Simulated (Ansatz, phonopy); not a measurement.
# Al (Aluminum, Fm-3m): thermal expansion from first principles, part 2 of 3

How much does Aluminum expand with temperature?

Experimental results on record:
- volume expansion coefficient 69 1e-6/K and heat capacity C_P per formula unit 24.2 J/mol/K near room temperature (given in “High-Throughput Prediction of Finite-Temperature Properties using the Quasi-Harmonic Approximation”, 2016, arXiv:1603.06924)

Ansatz 0.2.0; DFT PBEsol, scalar-relativistic, plane waves, PAW (the session's first sound run).

So far. Step 2 (Probe on a coarse mesh): The start is under -1.9 GPa at this level and looks like a metal on this mesh. Step 4 (Tight relaxation): The residual pressure is 0.0077 GPa, small enough for phonons.

## 5. Phonons on strained cells, functional PBEsol

Thermal expansion follows from how the free energy of the vibrations (and of the electrons in a metal) changes with strain, so the program makes strained cells, their phonons and a fit in one run.

input.yaml reads:

```yaml
crystal:
  lattice:
    - [0.0, 2.0068996119, 2.0068996119]
    - [2.0068996119, 0.0, 2.0068996119]
    - [2.0068996119, 2.0068996119, 0.0]
  atoms:
    - { symbol: Al, position: [0.0, 0.0, 0.0] }
kpoints:
  mp_grid: { grid: [20, 20, 20] }
hamiltonian:
  xc: pbesol
scf:
  occupations: { method: methfessel_paxton, width: 0.2 }
  lower_state_search: "off"
output:
  eigenvalues: true
phonons:
  method: dfpt
  qmesh: [4, 4, 4]
  temperatures: { t_max: 850.0, t_step: 50 }
  thermal_expansion: {}
```

Launch:

```sh
> ansatz run input.yaml --threads 4 --pin off --max-ram 16384MiB --backend cpu --events-out ev --progress --plain --runs-dir out
```

Numbers of over 12 decimals in the logs are rounded to 6 here.

What it wrote:

```text
[...]
Crystal: 1 atoms, lattice volume = 16.166 Å³
Basis set: ecut = 487.2 eV, 411 PW (Γ), exchange–correlation on 48×48×48 points (8 copies of the dense FFT grid, shifted against one another)
Bands: 6, of which v1, the nominal top of the filled ones, is band 2 counted from 1 (1 counted from 0)
Symmetry: 48 space group operations
[...]
k-points: 256 of 8000
[...]
SCF iter   1: F=—  HF=-524.548134 eV  |F-HF|=—  |Δ(HF+E_count)|=         —  Δρ=8.08e-4  dr2=5.79e-5  ethr=1.77e-3  ⟨swp⟩=4.6  Hψ=12671  notcnv=0
[...]
SCF iter   6: F=-524.548147 eV  HF=-524.548147 eV  |F-HF|=7.96e-13  |Δ(HF+E_count)|=  1.71e-12  S|Δr|=    0.00e0  Δρ=1.55e-7  dr2=3.55e-12  ethr=1.00e-12  ⟨swp⟩=5.2  Hψ=5006  notcnv=0
SCF 1 converged in 6 iterations: F = -524.548147 eV  dr2 = 3.55e-12
[...]
relax step   1: F+E_penalty+E_count = -524.54814707 eV  Δ(F+E_penalty+E_count) = +0.000e0 eV  max|allowed force component| = 0.000e0 eV/Å  Δτ_max = 0.0000 Å  (6 SCF iters, accepted)
SCF converged after 6 iterations
[...]
Free energy (F): -524.548147 eV
[...]
Internal energy: -524.547808 eV  (E = F + TS)
E sigma→0 (E₀):  -524.548062 eV
Entropy (-TS):   -0.000339 eV (-0.339 meV/atom)
Fermi energy:    8.144370 eV
[...]
--- Stress (GPa, compression-positive) ---
       -0.000879       0.000000      -0.000000
        0.000000      -0.000879       0.000000
       -0.000000       0.000000      -0.000879
  P = ⅓ Tr σ = -0.0009 GPa (-0.009 kbar)
--- Band table (eV; the first three rows and the last of 256) ---
[...]
── thermal expansion: 3 new cells, 3 in all ──
thermal expansion: relaxation of cell 2
thermal expansion: relaxation of cell 3
── thermal expansion: 2 new cells, 5 in all ──
thermal expansion: relaxation of cell 4
thermal expansion: electrons of cell 4
thermal expansion: phonons of cell 4
WARN: thermal expansion, phonons of cell 4: eigensolver did not converge (k=45): 1 band(s) unlocked after 20 sweeps at ethr=1.00e-12 eV (lowest unlocked band 5, counted from 0; max residual 3.44e-5 eV among the unlocked bands, 3.44e-5 eV over every band)
thermal expansion: relaxation of cell 5
thermal expansion: electrons of cell 1
thermal expansion: electrons of cell 2
thermal expansion: electrons of cell 3
thermal expansion: electrons of cell 5
thermal expansion: phonons of cell 5
[...]
── thermal expansion: 7 new cells, 12 in all ──
thermal expansion: relaxation of cell 6
thermal expansion: relaxation of cell 7
thermal expansion: relaxation of cell 8
thermal expansion: relaxation of cell 9
thermal expansion: relaxation of cell 10
thermal expansion: relaxation of cell 11
thermal expansion: relaxation of cell 12
thermal expansion: electrons of cell 6
thermal expansion: electrons of cell 7
thermal expansion: electrons of cell 8
thermal expansion: electrons of cell 9
thermal expansion: electrons of cell 10
thermal expansion: electrons of cell 11
thermal expansion: electrons of cell 12
thermal expansion: phonons of cell 6
[...]
thermal expansion: phonons of cell 7
[...]
thermal expansion: phonons of cell 8
[...]
thermal expansion: phonons of cell 9
[...]
WARN: thermal expansion: eigensolver_not_converged in the phonons of 6 cells: 4, 5, 6, 7, 8, 9
--- Relaxed structure (1 steps of the walk, 1 accepted, 0 SCFs on fresh bases) ---
  F+E_penalty+E_count = -524.54814707 eV   max|allowed force component| = 0.000e0 eV/Å
  atoms:
    - { symbol: Al, position: [0.0, 0.0, 0.0] }
--- Thermal expansion: 12 cells in 3 rounds, 0 GPa ---
  no lower state was looked for at cell 4: scf.lower_state_search: off
  without vibrations: a 2.83820, b 2.83820, c 2.83820 Å, V 16.1665 Å³, B 81.06 GPa
  at 0 K: a 2.84761, b 2.84761, c 2.84761 Å, V 16.3277 Å³, B 78.78 GPa
  zero-point expansion: a +0.331, b +0.331, c +0.331, V +0.997 %
      T/K        a/Å        b/Å        c/Å       V/Å³ | expansion of a, b, c, V (1e-6/K)   | that of V in the mean from 25 °C | C_P, C_V (J/mol K of the cell) | B_T, B_S (GPa)
     0.00    2.84761    2.84761    2.84761    16.3277 |    0.00    0.00    0.00    0.00 |   41.25 |     0.000     0.000 |    78.78    78.78
   100.00    2.84882    2.84882    2.84882    16.3486 |   11.67   11.67   11.67   35.01 |   55.68 |    12.867    12.773 |    77.89    78.46
   200.00    2.85347    2.85347    2.85347    16.4287 |   19.44   19.44   19.44   58.33 |   63.00 |    21.325    20.817 |    75.48    77.33
   298.15    2.85937    2.85937    2.85937    16.5310 |   22.37   22.37   22.37   67.10 |       - |    24.150    23.176 |    72.88    75.94
   350.00    2.86277    2.86277    2.86277    16.5899 |   23.39   23.39   23.39   70.18 |   68.81 |    25.013    23.783 |    71.46    75.16
   450.00    2.86972    2.86972    2.86972    16.7110 |   25.04   25.04   25.04   75.13 |   71.73 |    26.235    24.480 |    68.67    73.59
   550.00    2.87714    2.87714    2.87714    16.8409 |   26.57   26.57   26.57   79.71 |   74.45 |    27.220    24.888 |    65.80    71.96
   650.00    2.88502    2.88502    2.88502    16.9797 |   28.15   28.15   28.15   84.44 |   77.15 |    28.144    25.167 |    62.83    70.26
   750.00    2.89339    2.89339    2.89339    17.1280 |   29.87   29.87   29.87   89.60 |   79.93 |    29.091    25.380 |    59.75    68.49
   850.00    2.90232    2.90232    2.90232    17.2871 |   31.82   31.82   31.82   95.47 |   82.89 |    30.118    25.558 |    56.54    66.63
  the static fit leaves 0.001 meV an atom of the energies and, of the stresses, 0.001 GPa of each cell's largest along a strain (root mean squares over the cells), whose Pulay part it has at -0.001 GPa
  vibrations' free energy: its fit leaves 0.0000 meV an atom at the most
  the electrons' free energy at temperature is in it; its fit leaves 0.0013 meV an atom at the most
  free energies summed between the sampled wave vectors
  estimated error of the fitted expansion in any direction: up to 0.039e-6/K, at 650 K (an estimate, not a bound: it was exceeded on models of known expansion)
  by sums over the sampled wave vectors an expansion of the volume parts by up to 1.06e-6/K
  by a static energy of one degree less an expansion of the volume parts by up to 0.41e-6/K
  eigensolver_not_converged in the phonons of 6 cells: 4, 5, 6, 7, 8, 9
```

Wall time 8.1 min (4 threads of Arm Neoverse V1, shared host); peak memory 2.2 GiB; 30 min of CPU time.

Numbers from this step:

| Property | Result |
| --- | --- |
| pressure | -8.79e-4 GPa |
| volume expansion coefficient at 298 K | 67.10 1e-6/K |
| C_P at 298 K | 24.15 J/mol-atom/K |
| entropy at 298 K | 27.92 J/mol-atom/K |
| isothermal bulk modulus at 298 K | 72.88 GPa |
| Grüneisen parameter at 298 K | 2.100 |
| volume at 298 K | 16.53 Å³/atom |
| principal linear expansion coefficients at 298 K | 22.37, 22.37, 22.37 1e-6/K |

Strained cells of the study; zero-point energy where phonons were solved; the pressures are stresses at a fixed cutoff and can carry an offset from the finite basis. Expansion cells, by row:

| cell | \|a\| (Å) | \|b\| (Å) | \|c\| (Å) | V (Å³/atom) | E - E_lowest (meV/atom) | pressure, compression positive (GPa) | gap (eV) | zero-point energy (meV/atom) |
| --- | --- | --- | --- | --- | --- | --- | --- | --- |
| 1 | 2.838 | 2.838 | 2.838 | 16.17 | 0 | -0.002 | - | - |
| 2 | 2.861 | 2.861 | 2.861 | 16.56 | 2.288 | -1.832 | - | - |
| 3 | 2.816 | 2.816 | 2.816 | 15.78 | 2.386 | 2.049 | - | - |
| 4 | 2.838 | 2.838 | 2.838 | 16.17 | 0 | -0.022 | - | 39.71 |
| 5 | 2.853 | 2.853 | 2.853 | 16.41 | 0.934 | -1.191 | - | 38.51 |
| 6 | 2.871 | 2.871 | 2.871 | 16.74 | 4.791 | -2.597 | - | 36.97 |
| 7 | 2.888 | 2.888 | 2.888 | 17.03 | 10.56 | -3.732 | - | 35.62 |
| 8 | 2.905 | 2.905 | 2.905 | 17.33 | 18.45 | -4.775 | - | 34.3 |
| 9 | 2.921 | 2.921 | 2.921 | 17.63 | 28.35 | -5.731 | - | 33 |
| 10 | 2.81 | 2.81 | 2.81 | 15.69 | 3.698 | 2.579 | - | - |
| 11 | 2.824 | 2.824 | 2.824 | 15.93 | 0.896 | 1.233 | - | - |
| 12 | 2.945 | 2.945 | 2.945 | 18.05 | 45.23 | -6.923 | - | - |

Quasi-harmonic; a, b, c are the run's own cell vectors. Expansion, by row:

| T (K) | a (Å) | b (Å) | c (Å) | alpha (deg) | beta (deg) | gamma (deg) | cell volume (Å³/cell) | alpha_a (1e-6/K) | alpha_b (1e-6/K) | alpha_c (1e-6/K) | alpha_V (1e-6/K) | C_P (J/mol-atom/K) | C_V (J/mol-atom/K) | S (J/mol-atom/K) | B_T (GPa) | B_S (GPa) | Grueneisen | extrapolation | fit error (1e-6/K) |
| --- | --- | --- | --- | --- | --- | --- | --- | --- | --- | --- | --- | --- | --- | --- | --- | --- | --- | --- | --- |
| 0 | 2.848 | 2.848 | 2.848 | 60 | 60 | 60 | 16.33 | 0 | 0 | 0 | 0 | 0 | 0 | 0 | 78.78 | 78.78 | - | 0 | 0 |
| 50 | 2.848 | 2.848 | 2.848 | 60 | 60 | 60 | 16.33 | 3.33 | 3.33 | 3.33 | 10 | 3.646 | 3.642 | 1.201 | 78.66 | 78.74 | 2.124 | 0 | 0 |
| 100 | 2.849 | 2.849 | 2.849 | 60 | 60 | 60 | 16.35 | 11.67 | 11.67 | 11.67 | 35.01 | 12.87 | 12.77 | 6.689 | 77.89 | 78.46 | 2.102 | 0 | 0 |
| 150 | 2.851 | 2.851 | 2.851 | 60 | 60 | 60 | 16.38 | 16.68 | 16.68 | 16.68 | 50.03 | 18.39 | 18.1 | 13.07 | 76.75 | 77.95 | 2.093 | 0 | 0.01 |
| 200 | 2.853 | 2.853 | 2.853 | 60 | 60 | 60 | 16.43 | 19.44 | 19.44 | 19.44 | 58.33 | 21.32 | 20.82 | 18.8 | 75.48 | 77.33 | 2.092 | 0 | 0.01 |
| 250 | 2.856 | 2.856 | 2.856 | 60 | 60 | 60 | 16.48 | 21.17 | 21.17 | 21.17 | 63.52 | 23.05 | 22.31 | 23.76 | 74.17 | 76.64 | 2.096 | 0 | 0.02 |
| 298.1 | 2.859 | 2.859 | 2.859 | 60 | 60 | 60 | 16.53 | 22.37 | 22.37 | 22.37 | 67.1 | 24.15 | 23.18 | 27.92 | 72.88 | 75.94 | 2.101 | 0 | 0.02 |
| 300 | 2.859 | 2.859 | 2.859 | 60 | 60 | 60 | 16.53 | 22.41 | 22.41 | 22.41 | 67.22 | 24.18 | 23.2 | 28.07 | 72.83 | 75.91 | 2.101 | 0 | 0.02 |
| 350 | 2.863 | 2.863 | 2.863 | 60 | 60 | 60 | 16.59 | 23.39 | 23.39 | 23.39 | 70.18 | 25.01 | 23.78 | 31.86 | 71.46 | 75.16 | 2.107 | 0 | 0.02 |
| 400 | 2.866 | 2.866 | 2.866 | 60 | 60 | 60 | 16.65 | 24.25 | 24.25 | 24.25 | 72.76 | 25.67 | 24.18 | 35.25 | 70.07 | 74.38 | 2.114 | 0 | 0.03 |
| 450 | 2.87 | 2.87 | 2.87 | 60 | 60 | 60 | 16.71 | 25.04 | 25.04 | 25.04 | 75.13 | 26.23 | 24.48 | 38.3 | 68.67 | 73.59 | 2.121 | 0 | 0.03 |
| 500 | 2.873 | 2.873 | 2.873 | 60 | 60 | 60 | 16.77 | 25.81 | 25.81 | 25.81 | 77.43 | 26.74 | 24.71 | 41.1 | 67.24 | 72.78 | 2.129 | 0 | 0.03 |
| 550 | 2.877 | 2.877 | 2.877 | 60 | 60 | 60 | 16.84 | 26.57 | 26.57 | 26.57 | 79.71 | 27.22 | 24.89 | 43.67 | 65.8 | 71.96 | 2.137 | 0 | 0.04 |
| 600 | 2.881 | 2.881 | 2.881 | 60 | 60 | 60 | 16.91 | 27.35 | 27.35 | 27.35 | 82.04 | 27.68 | 25.04 | 46.06 | 64.33 | 71.12 | 2.146 | 0 | 0.04 |
| 650 | 2.885 | 2.885 | 2.885 | 60 | 60 | 60 | 16.98 | 28.15 | 28.15 | 28.15 | 84.44 | 28.14 | 25.17 | 48.29 | 62.83 | 70.26 | 2.155 | 0 | 0.04 |
| 700 | 2.889 | 2.889 | 2.889 | 60 | 60 | 60 | 17.05 | 28.98 | 28.98 | 28.98 | 86.95 | 28.61 | 25.28 | 50.39 | 61.31 | 69.39 | 2.165 | 0 | 0.04 |
| 750 | 2.893 | 2.893 | 2.893 | 60 | 60 | 60 | 17.13 | 29.87 | 29.87 | 29.87 | 89.6 | 29.09 | 25.38 | 52.38 | 59.75 | 68.49 | 2.176 | 0 | 0.04 |
| 800 | 2.898 | 2.898 | 2.898 | 60 | 60 | 60 | 17.21 | 30.81 | 30.81 | 30.81 | 92.43 | 29.59 | 25.47 | 54.28 | 58.17 | 67.57 | 2.187 | 0 | 0.03 |
| 850 | 2.902 | 2.902 | 2.902 | 60 | 60 | 60 | 17.29 | 31.82 | 31.82 | 31.82 | 95.47 | 30.12 | 25.56 | 56.09 | 56.54 | 66.63 | 2.199 | 0 | 0.03 |

Expansion coefficient against temperature; values in 1e-6/K:

| temperature (K) | volume | principal 1 |
| --- | --- | --- |
| 0 | 0 | 0 |
| 50 | 10 | 3.33 |
| 100 | 35.0 | 11.7 |
| 150 | 50.0 | 16.7 |
| 200 | 58.3 | 19.4 |
| 250 | 63.5 | 21.2 |
| 298 | 67.1 | 22.4 |
| 300 | 67.2 | 22.4 |
| 350 | 70.2 | 23.4 |
| 400 | 72.8 | 24.2 |
| 450 | 75.1 | 25.0 |
| 500 | 77.4 | 25.8 |
| 550 | 79.7 | 26.6 |
| 600 | 82.0 | 27.4 |
| 650 | 84.4 | 28.1 |
| 700 | 87.0 | 29.0 |
| 750 | 89.6 | 29.9 |
| 800 | 92.4 | 30.8 |
| 850 | 95.5 | 31.8 |

At 298 K the volume expansion is 67.1 × 10⁻⁶/K and B_T is 72.9 GPa. The program raised the cutoff to 487.2 eV by itself: with no cutoff typed, the study takes about 1.16 times the default for its relaxations and scales it with the volume for the phonons.

## 6. Quasi-harmonic fit by phonopy

This step: DFT PBEsol, scalar-relativistic, plane waves, PAW (phonopy 4.10.0).

Numbers from this step:

| Property | Result |
| --- | --- |
| volume expansion coefficient at 300 K | 67.1 1e-6/K |
| isothermal bulk modulus at 300 K | 72.81 GPa |
| C_P at 300 K | 24.25 J/mol-atom/K |
| Grüneisen parameter at 300 K | 2.122 |

Table of energy (each curve on its own zero) by volume; values in meV/atom:

```
volume (Å³/atom)  static  F at 0 K  F at 300 K  F at 850 K
          16.170       0      3.37         7.7        20.5
          16.414    0.93       3.1           6        14.5
          16.738    4.79      5.41        6.37        9.05
          17.029    10.6      9.83           9        6.45
          17.326    18.4      16.4        13.7        5.77
          17.628    28.4      25.0        20.3        6.89
```

Phonopy-qha, vinet fit of F(V) at each temperature. Qha vinet, by row:

| T (K) | fitted volume (Å³/atom) | alpha_V (1e-6/K) | B_T (GPa) | C_P (J/mol-atom/K) | Grueneisen |
| --- | --- | --- | --- | --- | --- |
| 100 | 16.35 | 33.24 | 77.78 | 12.38 | 2.008 |
| 150 | 16.38 | 48.97 | 76.67 | 18.29 | 2.063 |
| 200 | 16.43 | 57.85 | 75.43 | 21.36 | 2.093 |
| 250 | 16.48 | 63.29 | 74.14 | 23.11 | 2.11 |
| 300 | 16.53 | 67.1 | 72.81 | 24.25 | 2.122 |
| 350 | 16.59 | 70.11 | 71.45 | 25.07 | 2.134 |
| 400 | 16.65 | 72.71 | 70.07 | 25.72 | 2.146 |
| 450 | 16.71 | 75.11 | 68.66 | 26.27 | 2.158 |
| 500 | 16.77 | 77.42 | 67.24 | 26.78 | 2.171 |
| 550 | 16.84 | 79.72 | 65.79 | 27.25 | 2.184 |
| 600 | 16.91 | 82.06 | 64.31 | 27.71 | 2.197 |
| 650 | 16.98 | 84.48 | 62.81 | 28.17 | 2.212 |
| 700 | 17.05 | 87 | 61.29 | 28.63 | 2.226 |
| 750 | 17.13 | 89.65 | 59.75 | 29.11 | 2.242 |
| 800 | 17.21 | 92.46 | 58.18 | 29.61 | 2.258 |

Volume expansion coefficient against temperature; values in 1e-6/K:

| temperature (K) | phonopy-qha, Vinet | Ansatz's own study |
| --- | --- | --- |
| 100 | 33.2 | 35.0 |
| 150 | 49.0 | 50.0 |
| 200 | 57.9 | 58.3 |
| 250 | 63.3 | 63.5 |
| 300 | 67.1 | 67.2 |
| 350 | 70.1 | 70.2 |
| 400 | 72.7 | 72.8 |
| 450 | 75.1 | 75.1 |
| 500 | 77.4 | 77.4 |
| 550 | 79.7 | 79.7 |
| 600 | 82.1 | 82.0 |
| 650 | 84.5 | 84.4 |
| 700 | 87 | 87.0 |
| 750 | 89.7 | 89.6 |
| 800 | 92.5 | 92.4 |

The fit gives a volume expansion of 67.1 × 10⁻⁶/K at 300 K, against 67.1 at 298 K from the study itself, whose static fit uses more cells.

## 7. Relaxing at another setting

The functional, the potentials or the cutoff change, so the crystal is relaxed again at the new setting.

This step: DFT PBE+D3(BJ), scalar-relativistic, plane waves, PAW (Ansatz 0.2.0).

input.yaml, the sections that differ from step 5:

```yaml
hamiltonian:
  xc: pbe
  dispersion: d3bj
output:
  forces: true
  stress: true
  eigenvalues: true
relax:
  adjacent_minimum: "off"
  f_tol: 0.001
  max_steps: 60
  cell: { stress_tol: 0.01 }
# crystal, kpoints, scf: as in step 5
# phonons: removed
```

What it wrote:

```text
[...]
Crystal: 1 atoms, lattice volume = 16.166 Å³
Basis set: ecut = 420 eV, 331 PW (Γ), exchange–correlation on 40×40×40 points (8 copies of the dense FFT grid, shifted against one another)
Bands: 6, of which v1, the nominal top of the filled ones, is band 2 counted from 1 (1 counted from 0)
Symmetry: 48 space group operations
[...]
k-points: 256 of 8000
[...]
SCF iter   1: F=—  HF=-537.843914 eV  |F-HF|=—  |Δ(HF+E_count)|=         —  Δρ=5.49e-4  dr2=2.06e-5  ethr=1.77e-3  ⟨swp⟩=4.6  Hψ=12561  notcnv=0
[...]
SCF iter   3: F=-537.843962 eV  HF=-537.843962 eV  |F-HF|=9.94e-9  |Δ(HF+E_count)|=   1.02e-5  S|Δr|=    0.00e0  Δρ=2.02e-5  dr2=6.81e-8  ethr=3.33e-9  ⟨swp⟩=4.4  Hψ=7030  notcnv=0
SCF 1 converged in 3 iterations: F = -537.843962 eV  dr2 = 6.81e-8
[...]
relax step   1: F+E_penalty+E_count = -537.84396176 eV  Δ(F+E_penalty+E_count) = +0.000e0 eV  max|allowed force component| = 0.000e0 eV/Å  Δτ_max = 0.0000 Å  P = -1.976 GPa  Ω = 16.166 Å³  (3 SCF iters, dr2 threshold 1.00e-7 eV, accepted)
Crystal: 1 atoms, lattice volume = 15.746 Å³
[...]
SCF iter   3: F=-537.846590 eV  HF=-537.846590 eV  |F-HF|=2.17e-9  |Δ(HF+E_count)|=   2.60e-5  S|Δr|=    0.00e0  Δρ=3.49e-6  dr2=9.24e-10  ethr=3.33e-9  ⟨swp⟩=4.1  Hψ=8879  notcnv=0
SCF 2 converged in 3 iterations: F = -537.846590 eV  dr2 = 9.24e-10
relax step   2: F+E_penalty+E_count = -537.84658993 eV  Δ(F+E_penalty+E_count) = -2.628e-3 eV  max|allowed force component| = 0.000e0 eV/Å  Δτ_max = 0.0000 Å  P = +0.181 GPa  Ω = 15.746 Å³  energy of the carried Pulay correction = +2.050e-4 eV  (3 SCF iters, dr2 threshold 1.00e-7 eV, accepted)
Crystal: 1 atoms, lattice volume = 15.781 Å³
[...]
SCF iter   3: F=-537.846591 eV  HF=-537.846591 eV  |F-HF|=2.51e-11  |Δ(HF+E_count)|=   1.92e-7  S|Δr|=    0.00e0  Δρ=5.57e-7  dr2=3.01e-11  ethr=2.74e-9  ⟨swp⟩=3.8  Hψ=5721  notcnv=0
SCF 3 converged in 3 iterations: F = -537.846591 eV  dr2 = 3.01e-11
relax step   3: F+E_penalty+E_count = -537.84659144 eV  Δ(F+E_penalty+E_count) = -1.508e-6 eV  max|allowed force component| = 0.000e0 eV/Å  Δτ_max = 0.0000 Å  P = -0.009 GPa  Ω = 15.781 Å³  energy of the carried Pulay correction = +1.880e-4 eV  (3 SCF iters, dr2 threshold 8.23e-8 eV, accepted)
[...]
relax step   4: F+E_penalty+E_count = -537.84642380 eV  Δ(F+E_penalty+E_count) = +1.676e-4 eV  max|allowed force component| = 0.000e0 eV/Å  Δτ_max = 0.0000 Å  P = -0.027 GPa  Ω = 15.781 Å³  stress off target by 2.72e-2 GPa  SCF on the basis re-selected at this cell (its energy is not comparable with the rows above)  (4 SCF iters)
[...]
relax step   5: F+E_penalty+E_count = -537.84642665 eV  Δ(F+E_penalty+E_count) = -2.844e-6 eV  max|allowed force component| = 0.000e0 eV/Å  Δτ_max = 0.0000 Å  P = -0.001 GPa  Ω = 15.776 Å³  energy of the carried Pulay correction = +2.421e-6 eV  (3 SCF iters, dr2 threshold 1.85e-9 eV, accepted)
[...]
SCF iter   4: F=-537.846424 eV  HF=-537.846424 eV  |F-HF|=0.00e0  |Δ(HF+E_count)|=  5.23e-12  S|Δr|=    0.00e0  Δρ=9.59e-9  dr2=8.77e-15  ethr=1.00e-12  ⟨swp⟩=2.0  Hψ=4606  notcnv=0
SCF 6 converged in 4 iterations: F = -537.846424 eV  dr2 = 8.77e-15
relax step   6: F+E_penalty+E_count = -537.84642389 eV  Δ(F+E_penalty+E_count) = +2.760e-6 eV  max|allowed force component| = 0.000e0 eV/Å  Δτ_max = 0.0000 Å  P = -0.001 GPa  Ω = 15.776 Å³  stress off target by 9.44e-4 GPa  SCF on the basis re-selected at this cell (its energy is not comparable with the rows above)  (4 SCF iters)
[...]
SCF converged after 4 iterations
[...]
Free energy (F): -537.846424 eV
[...]
Internal energy: -537.846204 eV  (E = F + TS)
E sigma→0 (E₀):  -537.846369 eV
Entropy (-TS):   -0.000220 eV (-0.220 meV/atom)
Fermi energy:    8.468851 eV
[...]
--- Stress (GPa, compression-positive) ---
       -0.000944       0.000000       0.000000
        0.000000      -0.000944       0.000000
        0.000000       0.000000      -0.000944
  P = ⅓ Tr σ = -0.0009 GPa (-0.009 kbar)
--- Band table (eV; the first three rows and the last of 256) ---
[...]
--- Relaxed structure (4 steps of the walk, 4 accepted, 2 SCFs on fresh bases) ---
[...]
cell:  # Å, volume = 15.7761 Å³
    - [0, 1.990626, 1.990626]
    - [1.990626, 0, 1.990626]
    - [1.990626, 1.990626, 0]
  atoms:
    - { symbol: Al, position: [0.0, 0.0, 0.0] }
```

Run time: 3.6 s. Hardware: 4 threads; peak memory 0.3 GiB; 12 s of CPU time.

Step by step:

```csv
step,energy less that of the first step (eV),largest force component (eV/Å),pressure (GPa),volume (Å³)
1,0.0000,0.0000,-1.98,16.17
2,-0.0026,0.0000,0.18,15.75
3,-0.0026,0.0000,-0.01,15.78
4*,-0.0025,0.0000,-0.03,15.78
5,-0.0025,0.0000,0.00,15.78
6*,-0.0025,0.0000,0.00,15.78
```

Relaxation steps marked * repeat the geometry before them on a plane-wave basis chosen anew for their cell, so energy and pressure can jump there.

```csv
"conventional cell, symmetrised",before,after,change
a (Å),4.014,3.981,-0.8 %
b (Å),4.014,3.981,-0.8 %
c (Å),4.014,3.981,-0.8 %
volume (Å³/atom),16.17,15.78,-2.4 %
```

The relaxed structure:

```xyz
1
Lattice="0.0000 1.9906 1.9906 1.9906 0.0000 1.9906 1.9906 1.9906 0.0000" Properties=species:S:1:pos:R:3 pbc="T T T"
Al    0.0000    0.0000    0.0000
```

Numbers from this step:

| Quantity | Value |
| --- | --- |
| pressure | -9.44e-4 GPa |
| volume per atom | 15.78 Å³/atom |

The residual pressure is -9.4e-4 GPa, small enough for phonons.

[end of part 2 of 3]

[Logs are printed without paths, hosts, clocks, repeated set-up lines and the standing remarks that a program may print on its own settings, such as how far it seeks lower states.]

[Hosts, paths, dates, database ids (printed as entryN), source tags and the programs' standing remarks are cut or masked in the printed files.]

[A step with changed settings may run another functional than the one named; its input shows which.]
